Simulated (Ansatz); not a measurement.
# LiCaCl3: complex band structure

Wanted: the relaxed cell of LiCaCl3, its band edges and its decay constants. It is built by putting Li for Rb in the RbCaCl3 structure of space group Cm, with the volume rescaled by atomic radii. The parent structure comes from the Materials Project.

Program: Ansatz 0.2.0. Level of theory: PBE DFT, plane waves, PAW files, in the first sound run; inputs show where later runs differ. Results are calculated unless marked as measured.

The structure was built from a prototype and need not be the compound's stable phase.

## (1) The structure

It takes space group Cm (No. 8, monoclinic). The conventional cell has a = 6.991 Å, b = 6.992 Å, c = 4.943 Å, α = 90.00°, β = 90.01°, γ = 90.00°. Nearest to Li lie 12 Cl at 3.46 to 3.54 Å. Nearest to Ca lie 6 Cl at 2.47 Å. Nearest to Cl lie 2 Ca at 2.47 Å. Cl has 2 Ca at 2.47 Å nearest. It derives from RbCaCl3. Li for Rb in the RbCaCl3 structure of space group Cm. Farther neighbours and most contacts between anions are not listed.

Coordinates:

```cif
data_structure
_symmetry_space_group_name_H-M 'P 1'
_symmetry_Int_Tables_number 1
_cell_length_a 4.9437
_cell_length_b 4.9437
_cell_length_c 4.9432
_cell_angle_alpha 90.008
_cell_angle_beta 90.008
_cell_angle_gamma 90.001
_cell_volume 120.81
loop_
_atom_site_label
_atom_site_type_symbol
_atom_site_fract_x
_atom_site_fract_y
_atom_site_fract_z
_atom_site_occupancy
Li1 Li 0.00322 0.00322 0.00517 1
Ca2 Ca 0.50149 0.50149 0.51334 1
Cl3 Cl 0.00133 0.50245 0.51569 1
Cl4 Cl 0.49941 0.49941 0.01373 1
Cl5 Cl 0.50245 0.00133 0.51569 1
```

## (2) Cell and atoms at rest

The substituted atoms don't fit the parent's cell, so cell and atoms relax together. A small smearing keeps the run stable in case the gap closes on the way.

The input, input.yaml:

```yaml
crystal:
  lattice:
    - [3.4957228845, -3.4957906571, 0.0]
    - [3.4957228845, 3.4957906571, 0.0]
    - [-0.0010133876, 0.0, 4.9431545358]
  atoms:
    - { symbol: Li, position: [0.00322271, 0.00322271, 0.00517423] }
    - { symbol: Ca, position: [0.50149037, 0.50149037, 0.51333662] }
    - { symbol: Cl, position: [0.00132919, 0.50245127, 0.51569451] }
    - { symbol: Cl, position: [0.49941297, 0.49941297, 0.01372813] }
    - { symbol: Cl, position: [0.50245127, 0.00132919, 0.51569451] }
kpoints:
  mp_grid: { grid: [4, 4, 4] }
scf:
  occupations: { method: gaussian, width: 0.03 }
hamiltonian:
  xc: pbe
output:
  forces: true
  stress: true
relax:
  f_tol: 0.02
  max_steps: 60
  cell: {}
```

The run is started by

```
> ansatz run input.yaml --threads 2 --pin off --max-ram 4096MiB --backend cpu --events-out ev --progress --plain --runs-dir out
```

Numbers of over 12 decimals in the logs are rounded to 6 here.

The log of the run:

```text
Engine: ansatz 0.2.0, aarch64-unknown-linux-gnu
Pseudopotentials: kind: paw
Pseudopotential: Li, paw, valence charge 3, recommended cutoff 420 eV (normal), Li.paw.azcp
Pseudopotential: Ca, paw, valence charge 10, recommended cutoff 420 eV (normal), Ca.paw.azcp
Pseudopotential: Cl, paw, valence charge 7, recommended cutoff 420 eV (normal), Cl.paw.azcp
Functional definition: PBE
  parameter kappa = 0.804
  parameter beta = 0.066725
  exchange = pbe_x(kappa = kappa, mu = beta*pi^2/3)
  correlation = pbe_c(beta = beta)
Crystal: 5 atoms, lattice volume = 120.814 Å³
Basis set: ecut = 420 eV, 2373 PW (Γ), exchange–correlation on 72×72×72 points (8 copies of the dense FFT grid, shifted against one another)
Bands: 22, of which v1, the nominal top of the filled ones, is band 17 counted from 1 (16 counted from 0)
Symmetry: 2 space group operations
Space group: Cm (ITA 8), of the structure as read, at distance tolerance 4.9e-5 Å
k-points: 24 of 64 (time reversal used)
Non-local potential: Li, projectors of the file, l = 0: 3, l = 1: 2, l = 2: 1
Non-local potential: Ca, projectors of the file, l = 0: 3, l = 1: 2, l = 2: 2
Non-local potential: Cl, projectors of the file, l = 0: 2, l = 1: 2, l = 2: 2
PAW form: soft (Blöchl's): semilocal exchange-correlation on the pseudo side does not see the compensation charge
PAW one-centre angular grid: Li, 110 points (default); XC on 64 Gauss nodes
PAW one-centre angular grid: Ca, 110 points (default); XC on 64 Gauss nodes
PAW one-centre angular grid: Cl, 110 points (default); XC on 64 Gauss nodes
Initial density: superposition of atomic densities (neutral atoms: chi_scale 0, normalization atom), corrected by the library's trained network
Initial wavefunctions: pseudopotential atomic-orbital guess
Functional: x = pbe(κ = 0.804, μ = 0.219515), c = pbe(β = 0.066725)
SCF iter   1: F=—  HF=-5268.607107 eV  |F-HF|=—  |Δ(HF+E_count)|=         —  Δρ=6.30e-4  dr2=2.99e-4  ethr=1.77e-3  ⟨swp⟩=9.9  Hψ=3356  notcnv=0
preconditioner: auto → Resta (q_TF=auto, 2.209 Å⁻¹)  ε∞=2.8  [insulator: Δε(μ)=3.907 eV  Ē_g=13.697 eV  σ=0.030 eV  W_gap=1.00  n_scr=26 (ndim 8)  ℏωp=18.5 eV  f_vac=0.125  D(μ)=0.00/eV (n_scr^D=0)  ε∞_Penn≈2.8]
SCF iter   2: F=—  HF=-5268.606663 eV  |F-HF|=—  |Δ(HF+E_count)|=   4.44e-4  Δρ=2.80e-4  dr2=9.39e-5  ethr=8.79e-7  ⟨swp⟩=2.6  Hψ=1237  notcnv=0  defer=8
SCF iter   3: F=—  HF=-5268.606615 eV  |F-HF|=—  |Δ(HF+E_count)|=   4.81e-5  Δρ=1.19e-4  dr2=1.55e-5  ethr=2.76e-7  ⟨swp⟩=2.0  Hψ=912  notcnv=0  defer=9
SCF iter   4: F=—  HF=-5268.606619 eV  |F-HF|=—  |Δ(HF+E_count)|=   3.89e-6  Δρ=4.15e-5  dr2=1.97e-6  ethr=4.57e-8  ⟨swp⟩=2.4  Hψ=846  notcnv=0  defer=9
SCF iter   5: F=—  HF=-5268.606622 eV  |F-HF|=—  |Δ(HF+E_count)|=   2.90e-6  Δρ=6.44e-6  dr2=1.09e-7  ethr=5.81e-9  ⟨swp⟩=2.0  Hψ=792  notcnv=0  defer=9
SCF iter   6: F=-5268.606622 eV  HF=-5268.606622 eV  |F-HF|=3.55e-10  |Δ(HF+E_count)|=   1.04e-7  Δρ=1.50e-6  dr2=4.08e-9  ethr=2.94e-10  ⟨swp⟩=4.0  Hψ=1656  notcnv=0
SCF 1 converged in 6 iterations: F = -5268.606622 eV  dr2 = 4.08e-9
  greatest PAW one-centre occupation: 1.000 electrons in one spin orbital (limit 2), on the Li atom at site 0 (counted from 0), in its partial waves of l = 0
relax step   1: F+E_penalty+E_count = -5268.60662192 eV  Δ(F+E_penalty+E_count) = +0.000e0 eV  max|allowed force component| = 4.489e-2 eV/Å  Δτ_max = 0.0000 Å  P = +9.826 GPa  Ω = 120.814 Å³  (6 SCF iters, dr2 threshold 1.00e-7 eV, accepted)
Crystal: 5 atoms, lattice volume = 139.342 Å³
Basis set: ecut = 420 eV, 2777 PW (Γ), exchange–correlation on 72×72×72 points (8 copies of the dense FFT grid, shifted against one another)
Initial density: handed on by an earlier stage of this run
Initial wavefunctions: those handed on with the density
iter 1 solved again at ethr=5.79e-4 eV; its pass at ethr=3.10e-3 eV (dr2=1.97e-1 eV) is discarded
SCF iter   1: F=—  HF=-5269.396998 eV  |F-HF|=—  |Δ(HF+E_count)|=         —  Δρ=7.13e-3  dr2=2.03e-1  ethr=5.79e-4  ⟨swp⟩=1.0  Hψ=3335  notcnv=0
preconditioner: auto → Resta (q_TF=auto, 2.157 Å⁻¹)  ε∞=2.7  [insulator: Δε(μ)=3.808 eV  Ē_g=13.319 eV  σ=0.030 eV  W_gap=1.00  n_scr=26 (ndim 8)  ℏωp=17.2 eV  f_vac=0.192  D(μ)=0.00/eV (n_scr^D=0)  ε∞_Penn≈2.7]
SCF iter   2: F=—  HF=-5269.320463 eV  |F-HF|=—  |Δ(HF+E_count)|=   7.65e-2  Δρ=3.54e-3  dr2=5.46e-2  ethr=5.79e-4  ⟨swp⟩=3.2  Hψ=1066  notcnv=0  defer=3
SCF iter   3: F=—  HF=-5269.296458 eV  |F-HF|=—  |Δ(HF+E_count)|=   2.40e-2  Δρ=6.86e-4  dr2=1.46e-3  ethr=1.61e-4  ⟨swp⟩=3.1  Hψ=1154  notcnv=0  defer=8
SCF iter   4: F=—  HF=-5269.296519 eV  |F-HF|=—  |Δ(HF+E_count)|=   6.10e-5  Δρ=2.06e-4  dr2=1.02e-4  ethr=4.30e-6  ⟨swp⟩=2.2  Hψ=967  notcnv=0  defer=17
SCF iter   5: F=—  HF=-5269.296486 eV  |F-HF|=—  |Δ(HF+E_count)|=   3.31e-5  Δρ=6.31e-5  dr2=8.76e-6  ethr=2.99e-7  ⟨swp⟩=2.0  Hψ=727  notcnv=0  defer=18
SCF iter   6: F=-5269.296498 eV  HF=-5269.296497 eV  |F-HF|=5.39e-7  |Δ(HF+E_count)|=   1.11e-5  Δρ=1.28e-5  dr2=4.44e-7  ethr=1.47e-9  ⟨swp⟩=3.3  Hψ=2191  notcnv=0
SCF 2 converged in 6 iterations: F = -5269.296498 eV  dr2 = 4.44e-7
relax step   2: F+E_penalty+E_count = -5269.29649779 eV  Δ(F+E_penalty+E_count) = -6.899e-1 eV  max|allowed force component| = 6.268e-2 eV/Å  Δτ_max = 0.0184 Å  P = +2.872 GPa  Ω = 139.342 Å³  energy of the carried Pulay correction = -3.220e-4 eV  (6 SCF iters, dr2 threshold 5.00e-7 eV, accepted)
Crystal: 5 atoms, lattice volume = 148.835 Å³
Basis set: ecut = 420 eV, 2945 PW (Γ), exchange–correlation on 72×72×72 points (8 copies of the dense FFT grid, shifted against one another)
iter 1 solved again at ethr=1.24e-4 eV; its pass at ethr=3.10e-3 eV (dr2=4.20e-2 eV) is discarded
SCF iter   1: F=—  HF=-5269.426652 eV  |F-HF|=—  |Δ(HF+E_count)|=         —  Δρ=3.42e-3  dr2=4.32e-2  ethr=1.24e-4  ⟨swp⟩=1.3  Hψ=3399  notcnv=0
preconditioner: auto → Resta (q_TF=auto, 2.133 Å⁻¹)  ε∞=2.6  [insulator: Δε(μ)=3.798 eV  Ē_g=13.262 eV  σ=0.030 eV  W_gap=1.00  n_scr=26 (ndim 8)  ℏωp=16.7 eV  f_vac=0.197  D(μ)=0.00/eV (n_scr^D=0)  ε∞_Penn≈2.6]
SCF iter   2: F=—  HF=-5269.412092 eV  |F-HF|=—  |Δ(HF+E_count)|=   1.46e-2  Δρ=1.68e-3  dr2=1.09e-2  ethr=1.24e-4  ⟨swp⟩=3.2  Hψ=1012  notcnv=0  defer=3
SCF iter   3: F=—  HF=-5269.408165 eV  |F-HF|=—  |Δ(HF+E_count)|=   3.93e-3  Δρ=3.56e-4  dr2=3.62e-4  ethr=3.22e-5  ⟨swp⟩=3.0  Hψ=1163  notcnv=0  defer=3
SCF iter   4: F=—  HF=-5269.408024 eV  |F-HF|=—  |Δ(HF+E_count)|=   1.41e-4  Δρ=9.20e-5  dr2=2.16e-5  ethr=1.06e-6  ⟨swp⟩=2.9  Hψ=1076  notcnv=0  defer=4
SCF iter   5: F=—  HF=-5269.408041 eV  |F-HF|=—  |Δ(HF+E_count)|=   1.64e-5  Δρ=2.97e-5  dr2=2.31e-6  ethr=6.36e-8  ⟨swp⟩=2.0  Hψ=780  notcnv=0  defer=4
[...]
relax step   9: F+E_penalty+E_count = -5270.17523119 eV  Δ(F+E_penalty+E_count) = -8.008e-2 eV  max|allowed force component| = 1.085e-1 eV/Å  Δτ_max = 0.1950 Å  P = +0.690 GPa  Ω = 155.455 Å³  energy of the carried Pulay correction = -5.673e-4 eV  (6 SCF iters, dr2 threshold 5.00e-7 eV, accepted)
relax step  10: F+E_penalty+E_count = -5270.21369327 eV  Δ(F+E_penalty+E_count) = -3.846e-2 eV  max|allowed force component| = 9.681e-2 eV/Å  Δτ_max = 0.1277 Å  P = +0.334 GPa  Ω = 158.373 Å³  energy of the carried Pulay correction = -6.087e-4 eV  (6 SCF iters, dr2 threshold 5.00e-7 eV, accepted)
relax step  11: F+E_penalty+E_count = -5270.28023568 eV  Δ(F+E_penalty+E_count) = -6.654e-2 eV  max|allowed force component| = 1.872e-1 eV/Å  Δτ_max = 0.1979 Å  P = -0.016 GPa  Ω = 160.987 Å³  energy of the carried Pulay correction = -6.451e-4 eV  (6 SCF iters, dr2 threshold 5.00e-7 eV, accepted)
relax step  12: F+E_penalty+E_count = -5270.34923511 eV  Δ(F+E_penalty+E_count) = -6.900e-2 eV  max|allowed force component| = 1.859e-1 eV/Å  Δτ_max = 0.1960 Å  P = -0.020 GPa  Ω = 162.071 Å³  energy of the carried Pulay correction = -6.600e-4 eV  (6 SCF iters, dr2 threshold 5.00e-7 eV, accepted)
relax step  13: F+E_penalty+E_count = -5270.30960720 eV  Δ(F+E_penalty+E_count) = +3.963e-2 eV  max|allowed force component| = 6.436e-1 eV/Å  Δτ_max = 0.1918 Å  P = +0.542 GPa  Ω = 161.514 Å³  energy of the carried Pulay correction = -6.524e-4 eV  (6 SCF iters, dr2 threshold 5.00e-7 eV, rejected (line search))
relax step  14: F+E_penalty+E_count = -5270.37501648 eV  Δ(F+E_penalty+E_count) = -2.578e-2 eV  max|allowed force component| = 5.873e-2 eV/Å  Δτ_max = 0.0959 Å  P = +0.035 GPa  Ω = 162.208 Å³  energy of the carried Pulay correction = -6.619e-4 eV  (9 SCF iters, accepted)
relax step  15: F+E_penalty+E_count = -5270.37630598 eV  Δ(F+E_penalty+E_count) = -1.289e-3 eV  max|allowed force component| = 6.350e-2 eV/Å  Δτ_max = 0.0962 Å  P = -0.238 GPa  Ω = 164.937 Å³  energy of the carried Pulay correction = -6.989e-4 eV  (6 SCF iters, dr2 threshold 2.16e-7 eV, accepted)
relax step  16: F+E_penalty+E_count = -5270.37949561 eV  Δ(F+E_penalty+E_count) = -3.190e-3 eV  max|allowed force component| = 3.756e-2 eV/Å  Δτ_max = 0.0462 Å  P = +0.005 GPa  Ω = 162.822 Å³  energy of the carried Pulay correction = -6.703e-4 eV  (6 SCF iters, dr2 threshold 2.76e-7 eV, accepted)
relax step  17: F+E_penalty+E_count = -5270.38084865 eV  Δ(F+E_penalty+E_count) = -1.353e-3 eV  max|allowed force component| = 3.394e-3 eV/Å  Δτ_max = 0.0245 Å  P = +0.016 GPa  Ω = 162.793 Å³  energy of the carried Pulay correction = -6.699e-4 eV  (6 SCF iters, dr2 threshold 8.82e-8 eV, accepted)
relax step  18: F+E_penalty+E_count = -5270.38828338 eV  Δ(F+E_penalty+E_count) = -7.435e-3 eV  max|allowed force component| = 3.178e-3 eV/Å  Δτ_max = 0.0000 Å  P = +0.093 GPa  Ω = 162.793 Å³  stress off target by 1.59e-1 GPa  SCF on the basis re-selected at this cell (its energy is not comparable with the rows above)  (7 SCF iters)
relax step  19: F+E_penalty+E_count = -5270.38874510 eV  Δ(F+E_penalty+E_count) = -4.617e-4 eV  max|allowed force component| = 1.369e-3 eV/Å  Δτ_max = 0.0067 Å  P = +0.014 GPa  Ω = 163.519 Å³  energy of the carried Pulay correction = -1.020e-5 eV  (5 SCF iters, dr2 threshold 6.33e-8 eV, accepted)
relax step  20: F+E_penalty+E_count = -5270.38876926 eV  Δ(F+E_penalty+E_count) = -2.416e-5 eV  max|allowed force component| = 1.570e-3 eV/Å  Δτ_max = 0.0025 Å  P = -0.003 GPa  Ω = 163.682 Å³  energy of the carried Pulay correction = -1.254e-5 eV  (7 SCF iters, accepted)
iter 1 solved again at ethr=9.59e-7 eV; its pass at ethr=3.10e-3 eV (dr2=3.26e-4 eV) is discarded
SCF iter   1: F=—  HF=-5270.388787 eV  |F-HF|=—  |Δ(HF+E_count)|=         —  Δρ=1.26e-5  dr2=1.48e-8  ethr=9.59e-7  ⟨swp⟩=3.0  Hψ=4637  notcnv=0
eigensolver tolerance schedule: the retry pair's looser diagonalisation over-reported the residual by 22051.88 of it (diagonalisation noise at an unbounded share of the residual, at the tolerance the schedule requests for it); recorded, not acted on — ethr = c·dr2/N_el stays at c = 1.0e-1
preconditioner: auto → Resta (q_TF=auto, 2.100 Å⁻¹)  ε∞=2.9  [insulator: Δε(μ)=4.907 eV  Ē_g=10.448 eV  σ=0.030 eV  W_gap=1.00  n_scr=26 (ndim 8)  ℏωp=14.2 eV  f_vac=0.263  D(μ)=0.00/eV (n_scr^D=0)  ε∞_Penn≈2.9]
SCF iter   2: F=—  HF=-5270.388773 eV  |F-HF|=—  |Δ(HF+E_count)|=   1.39e-5  Δρ=6.35e-6  dr2=4.21e-9  ethr=4.35e-11  ⟨swp⟩=3.8  Hψ=1433  notcnv=0
SCF iter   3: F=—  HF=-5270.388778 eV  |F-HF|=—  |Δ(HF+E_count)|=   4.77e-6  Δρ=3.57e-6  dr2=1.08e-9  ethr=1.24e-11  ⟨swp⟩=2.9  Hψ=991  notcnv=0
SCF iter   4: F=-5270.388781 eV  HF=-5270.388781 eV  |F-HF|=8.20e-9  |Δ(HF+E_count)|=   2.56e-6  Δρ=2.16e-7  dr2=1.41e-11  ethr=1.00e-12  ⟨swp⟩=4.0  Hψ=2462  notcnv=0
SCF 21 converged in 4 iterations: F = -5270.388781 eV  dr2 = 1.41e-11
relax step  21: F+E_penalty+E_count = -5270.38878058 eV  Δ(F+E_penalty+E_count) = -1.131e-5 eV  max|allowed force component| = 1.568e-3 eV/Å  Δτ_max = 0.0000 Å  P = -0.003 GPa  Ω = 163.682 Å³  stress off target by 5.45e-3 GPa  SCF on the basis re-selected at this cell (its energy is not comparable with the rows above)  (4 SCF iters)
basis re-selected at this cell: Δ(F+E_penalty+E_count) = -1.131e-5 eV, ΔP = -0.000 GPa vs the last step (what re-selecting the basis moved, of the pressure what is left beyond the Pulay correction that the steps carried, after the strain that the cell walked since its last selection, with what the two solves' SCF thresholds leave and, on support functions, any second-order correction that the steps lacked; it is no m [...]
SCF converged after 4 iterations
Free energy (F): -5270.388781 eV
Harris-Foulkes:  -5270.388781 eV  (|F-HF|=8.20e-9)
Internal energy: -5270.388781 eV  (E = F + TS)
E sigma→0 (E₀):  -5270.388781 eV
Fermi energy:    1.931750 eV
--- Per-component energies (eV) ---
  E_band       = -399.166355
  E_kinetic    = 783.789719
  E_local      = -2372.401919  (includes V_loc(G=0)·N_el)
  E_nonlocal   = 115.469337
  E_hartree    = 847.377576
  E_xc         = -470.689581
  E_vxc        = -552.699989  (∫ρ·V_xc dr)
  E_paw        = -2857.457309  (= ΣΔE_a)
  E_vpaw       = -68.078857  (= ΣTr[D̂ρ^β])
  E_aug_tail   = 0.000274  (compensation charges beyond the density's cutoff)
  E_ewald      = -1316.476877
  E_smearing   = -0.000000  (= −TS)
  E_closure    = 0.000000  (closes the sum)
  Σ components = -5270.388781   (vs F -5270.388781, Δ=0.00e0)
--- Forces (eV/Å), atoms counted from 1 ---
  atom   1  Li    -0.00041211     0.00000000     0.00019431
  atom   2  Ca    -0.00084599    -0.00000000    -0.00001941
  atom   3  Cl     0.00097761    -0.00156811     0.00037490
  atom   4  Cl    -0.00070023    -0.00000000    -0.00092229
  atom   5  Cl     0.00097761     0.00156811     0.00037490
  max |Σ_I F_I| component: 3.11e-6 eV/Å
--- Stress (GPa, compression-positive) ---
       -0.000787       0.000000      -0.002380
        0.000000      -0.005454      -0.000000
       -0.002379      -0.000000      -0.001510
  P = ⅓ Tr σ = -0.0026 GPa (-0.026 kbar)
--- Relaxed structure (19 steps of the walk, 18 accepted, 2 SCFs on fresh bases) ---
  F+E_penalty+E_count = -5270.38878058 eV   max|allowed force component| = 1.568e-3 eV/Å   (the final SCF, on the basis selected at the relaxed cell)
  cell:  # Å, volume = 163.6819 Å³
    - [3.978429, -3.763627, -0.151781]
    - [3.978429, 3.763627, -0.151781]
    - [-0.215780, -1.1787463929282166e-16, 5.474015]
  atoms:
    - { symbol: Li, position: [0.166447, 0.166447, -0.152136] }
    - { symbol: Ca, position: [0.481992, 0.481992, 0.532356] }
    - { symbol: Cl, position: [-0.024236, 0.441827, 0.572443] }
    - { symbol: Cl, position: [0.441876, 0.441876, 0.038521] }
    - { symbol: Cl, position: [0.441827, -0.024236, 0.572443] }
```

Elapsed: 50 s, on 2 threads of Arm Neoverse V2, shared host; peak memory 0.39 GiB; 98 s of CPU time.

The steps of the relaxation:

| step | energy less that of the first step (eV) | largest force component (eV/Å) | pressure (GPa) | volume (Å³) |
| --- | --- | --- | --- | --- |
| 1 | 0.0000 | 0.0449 | 9.83 | 120.81 |
| 2 | -0.6899 | 0.0627 | 2.87 | 139.34 |
| 3 | -0.8014 | 0.1194 | 0.75 | 148.84 |
| 4 | -0.8748 | 0.3011 | -0.17 | 154.17 |
| 5 | -0.9880 | 0.4394 | -0.39 | 155.55 |
| 6 | -1.1503 | 0.5168 | -0.31 | 155.13 |
| 7 | -1.3282 | 0.4864 | -0.07 | 154.08 |
| 8 | -1.4885 | 0.3227 | 0.26 | 153.93 |
| 9 | -1.5686 | 0.1085 | 0.69 | 155.45 |
| 10 | -1.6071 | 0.0968 | 0.33 | 158.37 |
| 11 | -1.6736 | 0.1872 | -0.02 | 160.99 |
| 12 | -1.7426 | 0.1859 | -0.02 | 162.07 |
| 13 | -1.7030 | 0.6436 | 0.54 | 161.51 |
| 14 | -1.7684 | 0.0587 | 0.04 | 162.21 |
| 15 | -1.7697 | 0.0635 | -0.24 | 164.94 |
| 16 | -1.7729 | 0.0376 | 0.01 | 162.82 |
| 17 | -1.7742 | 0.0034 | 0.02 | 162.79 |
| 18* | -1.7817 | 0.0032 | 0.09 | 162.79 |
| 19 | -1.7821 | 0.0014 | 0.01 | 163.52 |
| 20 | -1.7821 | 0.0016 | 0.00 | 163.68 |
| 21* | -1.7822 | 0.0016 | 0.00 | 163.68 |

Relaxation steps marked * repeat the geometry before them on a plane-wave basis chosen anew for their cell, so energy and pressure can jump there. Relaxation step 13 was tried and not accepted.

Forces are held to the 2 operations that the run works with; a distortion that breaks them can't arise in this run.

| cell as run | before | after | change |
| --- | --- | --- | --- |
| a (Å) | 4.944 | 5.479 | +10.8 % |
| b (Å) | 4.944 | 5.479 | +10.8 % |
| c (Å) | 4.943 | 5.478 | +10.8 % |
| α (°) | 90.01 | 93.23 | +3.6 % |
| β (°) | 90.01 | 93.23 | +3.6 % |
| γ (°) | 90.00 | 86.78 | -3.6 % |
| volume (Å³/atom) | 24.16 | 32.74 | +35.5 % |

The atoms that moved most (Å, as changes of fractional coordinates times the final cell):

| atom | dx | dy | dz | length |
| --- | --- | --- | --- | --- |
| Li1 | 1.333 | 0.000 | -0.911 | 1.614 |
| Cl5 | -0.355 | 0.132 | 0.324 | 0.498 |
| Cl3 | -0.355 | -0.132 | 0.324 | 0.498 |
| Cl4 | -0.463 | 0.000 | 0.153 | 0.488 |
| Ca2 | -0.159 | 0.000 | 0.110 | 0.194 |

Final coordinates:

```xyz
5
Lattice="3.9784 -3.7636 -0.1518 3.9784 3.7636 -0.1518 -0.2158 0.0000 5.4740" Properties=species:S:1:pos:R:3 pbc="T T T"
Li    1.3572    0.0000   -0.8833
Ca    3.7203    0.0000    2.7678
Cl    1.5378    1.7541    3.0702
Cl    3.5076    0.0000    0.0767
Cl    1.5378   -1.7541    3.0702
```

This step gave:

```
free energy  : -5270.3888 eV
Fermi energy : 1.932 eV
pressure     : -0.002584 GPa
```

The largest force component on a free atom ends at 0.0016 eV/Å.

(Part 1 of 4 ends here.)

[Logs are printed without paths, hosts, clocks, repeated set-up lines and the standing remarks that a program may print on its own settings, such as how far it seeks lower states.]

[Hosts, paths, dates, database ids (printed as entryN), source tags and the programs' standing remarks are cut or masked in the printed files.]
